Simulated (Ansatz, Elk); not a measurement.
# How far do independent atoms describe YAl2Pd?

The structure of YAl2Pd used here is made up (a known structure type with other elements) and was relaxed beforehand with PBE. The aim is the Fourier transform of its all-electron density, F(hkl), set beside the sum over free spherical atoms that refinements use.

Main program and level: Elk 11.2.3 (patched build); DFT, PBE, all-electron APW+lo, Dirac cores, scalar-relativistic bands, static density, no spin.

This account leaves out most program logs.

The structure was built from a prototype and need not be the compound's stable phase.

## (1) Set-up

The structure is orthorhombic, space group Cmmm (No. 65). The conventional cell has a = 4.331 Å, b = 18.491 Å, c = 4.021 Å, α = 90.00°, β = 90.00°, γ = 90.00°. Nearest to Pd lie 5 Al at 2.47 to 2.62 Å and 1 Pd at 2.93 Å and 4 Y at 3.19 Å. Nearest to Y lie 4 Pd at 3.19 Å and 10 Al at 3.21 to 3.44 Å. Al has 4 Pd at 2.62 Å and 4 Al at 2.95 Å and 4 Y at 3.34 Å nearest. Nearest to Al lie 4 Pd at 2.49 Å and 4 Al at 2.95 Å and 4 Y at 3.44 Å. Nearest to Al lie 1 Pd at 2.47 Å and 2 Al at 2.57 Å and 6 Y at 3.21 to 3.32 Å. Farther neighbours are not listed.

## (2) Ground state and structure factors

An all-electron density is needed, since X-rays see the cores too. Task 0 finds the density and task 195 Fourier-transforms it; tshift is off so that phases refer to the origin typed.

File elk.in:

```
tasks
  0
  195

xctype
  20

spinpol
  .false.

rgkmax
  7.0

gmaxvr
  14.0

lmaxo
  7

lmaxapw
  8

swidth
  0.002

tshift
  .false.

ramdisk
  .false.

hmaxvr
  5.5

maxscl
  120

epspot
  1e-06

sppath
  './'

avec
  4.09174421312 -17.47167466059 0.00000000000
  4.09174421312 17.47167466059 0.00000000000
  0.00000000000 0.00000000000 7.59784816056

atoms
  3
  'Pd.in'
  2
  0.0793028160 0.9206971840 0.0000000000   0.000000 0.000000 0.000000
  0.9206971840 0.0793028160 0.0000000000   0.000000 0.000000 0.000000
  'Y.in'
  2
  0.3557751682 0.6442248318 0.5000000000   0.000000 0.000000 0.000000
  0.6442248318 0.3557751682 0.5000000000   0.000000 0.000000 0.000000
  'Al.in'
  4
  0.5000000000 0.5000000000 0.0000000000   0.000000 0.000000 0.000000
  0.0000000000 -0.0000000000 0.5000000000   0.000000 0.000000 0.000000
  0.2126626074 0.7873373926 0.0000000000   0.000000 0.000000 0.000000
  0.7873373926 0.2126626074 0.0000000000   0.000000 0.000000 0.000000

ngridk
  5 5 6
```

Launch:

```
> OMP_NUM_THREADS=4 elk
```

The job ended after 61 s (4 threads of INTEL XEON PLATINUM 8581C at 2.30GHz (Emerald Rapids), shared host; peak memory 0.35 GiB; 3.1 min of CPU time).

SFACRHO.OUT:

```text

h k l indices transformed by vhmat matrix:
   1.000000000       0.000000000       0.000000000    
   0.000000000       1.000000000       0.000000000    
   0.000000000       0.000000000       1.000000000    

      h      k      l  multipl.   |H|            Re(F)            Im(F)           |F|

      0      0      0      1   0.0000000       222.00000      0.68257251E-16   222.00000    
      1     -1      0      2  0.35962124       33.513332     -0.37689803E-14   33.513332    
      2     -2      0      2  0.71924248      -61.537264     -0.28267352E-14   61.537264    
      0     -1      0      4  0.78856229       36.268974      0.37689803E-14   36.268974    
      0      0      1      2  0.82696905       36.404426     -0.24999115E-13   36.404426    
     -1      1      1      4  0.90177894       41.820513      0.84802057E-14   41.820513    
     -1      2      0      4  0.93834181       53.552173      0.37689803E-14   53.552173    
      3     -3      0      2   1.0788637      -18.500102     -0.37689803E-14   18.500102    
      2     -2     -1      4   1.0959870       36.484964     -0.11306941E-13   36.484964    
      0     -1      1      8   1.1426759       92.317754      0.18844902E-13   92.317754    
     -2      3      0      4   1.1822838      -32.001118     -0.10364696E-13   32.001118    
     -2      1      1      8   1.2507450      -81.748864     -0.24498372E-13   81.748864    
      3     -3      1      4   1.3593472      -115.58314     -0.33920823E-13   115.58314    
     -4      4      0      2   1.4384850      -1.2414956      0.65957155E-14   1.2414956    
     -2      3      1      8   1.4428004      -69.227537     -0.11778063E-13   69.227537    
      3     -4      0      4   1.4743676      -143.56995     -0.12484747E-13   143.56995    
      1      1      0      2   1.5355763       163.00802      0.72150239E-14   163.00802    
      2      0      0      4   1.5771246       25.746703     -0.14133676E-14   25.746703
```

Elk indexes on the primitive cell of elk.in and gives |H| = 4π sin θ/λ in inverse bohr. Below, one row stands for each form hkl of the conventional cell (m members, Friedel mates merged), F is for one primitive cell and the density is static (no thermal factor). Free-atom factors are Waasmaier and Kirfel's, and R is Σm||F|−|F'||/Σm|F|.

```csv
hkl,m,sin θ/λ (Å⁻¹),"abs F, DFT",neutral atoms,diff.
020,2,0.054,33.513,33.658,-0.144
040,2,0.108,61.537,61.860,-0.323
110,4,0.119,36.269,36.694,-0.425
001,2,0.124,36.404,36.759,-0.355
021,4,0.136,41.821,42.346,-0.526
130,4,0.141,53.552,53.683,-0.130
060,2,0.162,18.500,19.011,-0.511
041,4,0.165,36.485,36.240,+0.245
111,8,0.172,92.318,93.086,-0.768
150,4,0.178,32.001,32.542,-0.541
131,8,0.188,81.749,81.872,-0.123
061,4,0.204,115.583,116.474,-0.891
080,2,0.216,1.242,1.683,-0.442
151,8,0.217,69.228,69.861,-0.634
170,4,0.222,143.570,144.555,-0.985
200,2,0.231,163.008,164.257,-1.249
220,4,0.237,25.747,26.016,-0.269
002,2,0.249,158.895,159.735,-0.840
```

## (3) The highest occupied states alone

An energy window below the Fermi level keeps the highest occupied states, to see at which angles they scatter; shallow core shells can lie inside it and anion s states outside. No new self-consistency is needed.

Changes to elk.in since step 2:

```diff
@@ -1,3 +1,2 @@
 tasks
-  0
   195
@@ -40,2 +39,5 @@
 
+wsfac
+  -0.292520 0.558720
+
 sppath
```

Launch:

```
> OMP_NUM_THREADS=4 elk
```

Run time: 13 s. Hardware: 4 threads; peak memory 0.24 GiB.

States within 15 eV below the Fermi level hold 38.00 electrons; any levels below the window count with the cores. Their amplitudes can exceed the total, where window and core parts have opposite phase:

```csv
hkl,sin θ/λ (Å⁻¹),"abs F, window","abs F, all"
020,0.054,9.528,33.513
040,0.108,3.311,61.537
110,0.119,12.356,36.269
001,0.124,15.042,36.404
021,0.136,5.540,41.821
130,0.141,0.521,53.552
060,0.162,9.917,18.500
041,0.165,3.562,36.485
111,0.172,8.454,92.318
150,0.178,7.168,32.001
```

## (4) Another functional

The difference from free atoms is small, so it is set against the change that LDA (Perdew-Wang) makes.

Changes to elk.in since step 3:

```diff
@@ -1,2 +1,3 @@
 tasks
+  0
   195
@@ -4,3 +5,3 @@
 xctype
-  20
+  3
 
@@ -39,5 +40,2 @@
 
-wsfac
-  -0.292520 0.558720
-
 sppath
```

Launch:

```
> OMP_NUM_THREADS=4 elk
```

Elapsed: 38 s, on 4 threads; peak memory 0.27 GiB.

Against the first run R = 0.05 %; the largest change is -0.071 at 202.

## (5) Basis size

A smaller basis shows how fast F responds to it; the change is likely larger than the basis error of the first run, but doesn't show convergence.

Changes to elk.in since step 4:

```diff
@@ -5,3 +5,3 @@
 xctype
-  3
+  20
 
@@ -11,3 +11,3 @@
 rgkmax
-  7.0
+  5.5
```

Launch:

```
> OMP_NUM_THREADS=4 elk
```

Run time: 51 s. Hardware: 4 threads; peak memory 0.31 GiB; 2.4 min of CPU time.

Against the first run R = 0.04 %; the largest change is +0.099 at 0 14 0.

## (6) Settings against the effect

```csv
run,R against the first run (%),"R against neutral atoms, low angle (%)",wall time
"PBE, rgkmax 7",0.00,0.77,61 s
LDA (Perdew-Wang),0.05,0.79,38 s
rgkmax 5.5,0.04,0.80,51 s
```

## (7) What came out

```
R against neutral atoms, sin θ/λ < 0.3 Å⁻¹ : 0.77 %
R against neutral atoms, 0.3 to 0.54 Å⁻¹   : 0.38 %
```

Independent neutral atoms miss the calculated amplitudes by R = 0.77 % below 0.3 Å⁻¹ and 0.38 % from there to 0.54 Å⁻¹; by shells, 0.76 % below 0.15 Å⁻¹ (6 forms), 0.78 % 0.15 to 0.3 (28 forms), 0.32 % 0.3 to 0.45 (57 forms), 0.44 % above 0.45 (58 forms). Bonding, aspherical density and the tables' own atoms all enter these figures, and the runs don't part them. The largest change of an amplitude is -1.25 electrons, at 200. Weak lines can change much in proportion: 080 goes from 1.68 to 1.24. The window's part falls from 38.0 electrons at the origin to at most 0.49 between 0.45 and 0.54 Å⁻¹. Below 0.3 Å⁻¹ the changes that finished (LDA (Perdew-Wang) and rgkmax 5.5) move F by R = 0.03 % at most, against the 0.77 % that separates it from free atoms. The k-mesh has no finished test. These runs have no spin, though d or f shells may be open. Part of the difference isn't bonding: the tables are fits to free atoms and ions calculated by other methods than this functional. Thermal motion, anomalous dispersion and extinction are left out.

[Logs are printed without paths, hosts, clocks, repeated set-up lines and the standing remarks that a program may print on its own settings, such as how far it seeks lower states.]

[Hosts, paths, dates, database ids (printed as entryN), source tags and the programs' standing remarks are cut or masked in the printed files.]
